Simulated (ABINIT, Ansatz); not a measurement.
# A GW run on Be3N2 (P6_3/mmc) in ABINIT, with inputs changed

A base run on Be3N2 (P6_3/mmc), then changed inputs.

Program: ABINIT 10.8.3. Level of theory: PBEsol and many-body steps on it, plane waves. Results are calculated unless marked as measured.

Most raw output is cut from this account.

### 1. Starting point

Symmetry: P6_3/mmc, No. 194, hexagonal system. The conventional cell has a = 2.842 Å, b = 2.842 Å, c = 9.747 Å, α = 90.00°, β = 90.00°, γ = 120.00°. Nearest to Be lie 4 N at 1.67 to 1.81 Å. Be has 3 N at 1.64 Å nearest. Nearest to N lie 6 Be at 1.81 Å. N has 5 Be at 1.64 to 1.67 Å nearest. Farther neighbours and most contacts between anions are not listed.

The cell and positions are those that the Materials Project relaxed with its own functionals (PBE, PBE+U or r2SCAN), kept fixed.

### 2. Screening, 3×3×1 mesh, 104 bands, screening to 141.5 eV

This step: ABINIT 10.8.3; RPA screening on PBEsol, plane waves, norm-conserving pseudopotentials.

The RPA dielectric matrix is built and inverted for each q.

The input, run.abi:

```
acell 3*1.0 Angstrom
rprim 
  2.841679226310 0.000000000023 0.000000000000
  -1.420839613175 2.460966399380 0.000000000000
  0.000000000000 0.000000000000 9.746841010000
ntypat 2
znucl 4 7
natom 10
typat 1 1 1 1 1 1 2 2 2 2
xred 
  0.333333333333 0.666666666667 0.078485970000
  0.666666666667 0.333333333333 0.578485970000
  0.666666666667 0.333333333333 0.921514030000
  0.333333333333 0.666666666667 0.421514030000
  0.000000000000 0.000000000000 0.250000000000
  0.000000000000 0.000000000000 0.750000000000
  0.000000000000 0.000000000000 0.000000000000
  0.000000000000 0.000000000000 0.500000000000
  0.333333333333 0.666666666667 0.250000000000
  0.666666666667 0.333333333333 0.750000000000
pp_dirpath "pseudos"
pseudos "Be.upf, N.upf"
ecut 38
ngkpt 3 3 1
nshiftk 1
shiftk 0 0 0
kptopt 1
chksymbreak 0
istwfk *1
occopt 1
irdwfk 1
optdriver 3
nband 104
ecuteps 5.2
inclvkb 2
awtr 1
symchi 1
indata_prefix "in"
outdata_prefix "out"
tmpdata_prefix "tmp"
```

Started as:

```console
$ OMP_NUM_THREADS=1 mpirun -n 4 abinit run.abi > log
```

It took 18 s on 4 MPI ranks of Intel Xeon Platinum 8375C at 2.90GHz (Ice Lake), shared host; peak memory 0.66 GiB; 72 s of CPU time.

This step gave:

| Item | Value |
| --- | --- |
| ε∞ with local fields, on this mesh, along the program's q direction | 5.113 |
| the same without local fields | 5.549 |
| plasma frequency | 29.83 eV |
| plane waves in the screening matrix | 265 |

Local fields lower ε∞ by 8 %. On a Γ-centred mesh this coarse the value itself is usually too large, while a short band sum pulls it down.

### 3. Base

The self-energy is evaluated for the states that the input lists, and the levels follow from it, in one-shot runs by the linearised quasiparticle equation.

This step: G0W0 on PBEsol, plane waves, norm-conserving pseudopotentials.

Changes to run.abi since step 2:

```diff
@@ -31,8 +31,17 @@
 irdwfk 1
-optdriver 3
+optdriver 4
 nband 104
+gwcalctyp 0
+ecutsigx 38
+symsigma 1
+nkptgw 2
+kptgw 
+  0.0000000000 0.0000000000 0.0000000000
+  0.3333333333 0.0000000000 0.0000000000
+bdgw 
+  21 24
+  21 24
 ecuteps 5.2
-inclvkb 2
-awtr 1
-symchi 1
+irdscr 1
+ppmodel 1
 indata_prefix "in"
```

Elapsed: 10 s, on 4 MPI ranks; peak memory 0.58 GiB.

This step gave:

```yaml
g0w0_gap_on_the_points_computed: 6.081 eV
starting_gap_on_the_mesh: 4.575 eV
k_of_the_valence_top: 0, 0, 0
k_of_the_conduction_bottom: 0.3333, 0, 0
z_at_the_valence_top: 0.807
z_at_the_conduction_bottom: 0.838
least_direct_g0w0_gap_on_the_computed_points: 7.273 eV
```

The gap on the mesh goes from 4.58 eV to 6.08 eV, a correction of +1.51 eV.

### 4. Scissors in G

Changes to run.abi since step 3:

```diff
@@ -46,2 +46,3 @@
 ppmodel 1
+mbpt_sciss 0.5 eV
 indata_prefix "in"
```

It took 9.4 s on 4 MPI ranks; peak memory 0.58 GiB; 37 s of CPU time.

This step gave:

```
G0W0 gap on the points computed              : 6.135 eV
starting gap on the mesh                     : 4.575 eV
k of the valence top                         : 0, 0, 0
k of the conduction bottom                   : 0.3333, 0, 0
Z at the valence top                         : 0.807
Z at the conduction bottom                   : 0.838
least direct G0W0 gap on the computed points : 7.327 eV
```

### 5. Screening cutoff above the file's

Changes to run.abi since step 4:

```diff
@@ -43,6 +43,5 @@
   21 24
-ecuteps 5.2
+ecuteps 20.8
 irdscr 1
 ppmodel 1
-mbpt_sciss 0.5 eV
 indata_prefix "in"
```

Elapsed: 9.4 s, on 4 MPI ranks; peak memory 0.58 GiB.

The run ended normally, though the input holds a fault or crude settings.

The fault put into this input: screening cutoff above the file's. It printed a gap of 6.08 eV, the value of the sound run: the program fell back on what its files hold, so an unchanged gap is no proof of convergence.

### 6. Side by side

Times are wall times on 4 MPI ranks of Intel Xeon Platinum 8375C at 2.90GHz (Ice Lake), shared host, good to a factor of about two. A run's time includes the screening step that it read.

```csv
run,mesh,bands,screening cutoff (eV),DFT gap (eV),gap on the mesh (eV),direct (eV),ε∞ used,time
base,3×3×1,104,141.5,4.575,6.081,7.273,5.11,28 s
scissors in G,3×3×1,104,141.5,4.575,6.135,7.327,5.11,28 s
```

### 7. Results

```json
{
  "base": "6.081 eV",
  "scissors in G": "6.135 eV",
  "known limits": "not at the basis limit; coarse k mesh"
}
```

**Reading.** Scissors in G: +0.054 eV against base (keys changed: mbpt_sciss). Bands and cutoff are finite, so the gap is not at the basis limit. The miss can reach some tenths of an eV and take either sign; the mesh is an error of its own. In the G0W0 runs levels were corrected at 2 k points alone, so a gap called «on the mesh» is the least over those, and an edge elsewhere would be missed. A denser mesh or path gives a starting gap of 3.25 eV: the GW mesh misses a band edge, so its gaps are not the fundamental one. The 3×3×1 mesh is coarse for this cell, which bears on the long-range parts of exchange and screening.

[Paths, hosts, dates, memory and timing lines, banners, echoed tables and standing remarks are left out of the program output.]

[Logs are printed without paths, hosts, clocks, repeated set-up lines and the standing remarks that a program may print on its own settings, such as how far it seeks lower states.]

[Runs of the session that timed out or met a known fault of the program may be left out.]

[Hosts, paths, dates, database ids (printed as entryN), source tags and the programs' standing remarks are cut or masked in the printed files.]

[G0W0 gaps are taken among the corrected bands and points alone; a level outside them can change the order at an edge.]

[Where Ansatz stands beside ABINIT at settings called matched, ABINIT's density can come from a denser mesh and the files from another edition; pairs whose starting gaps differed by over 0.03 eV were left out, so agreement reads better than it is.]
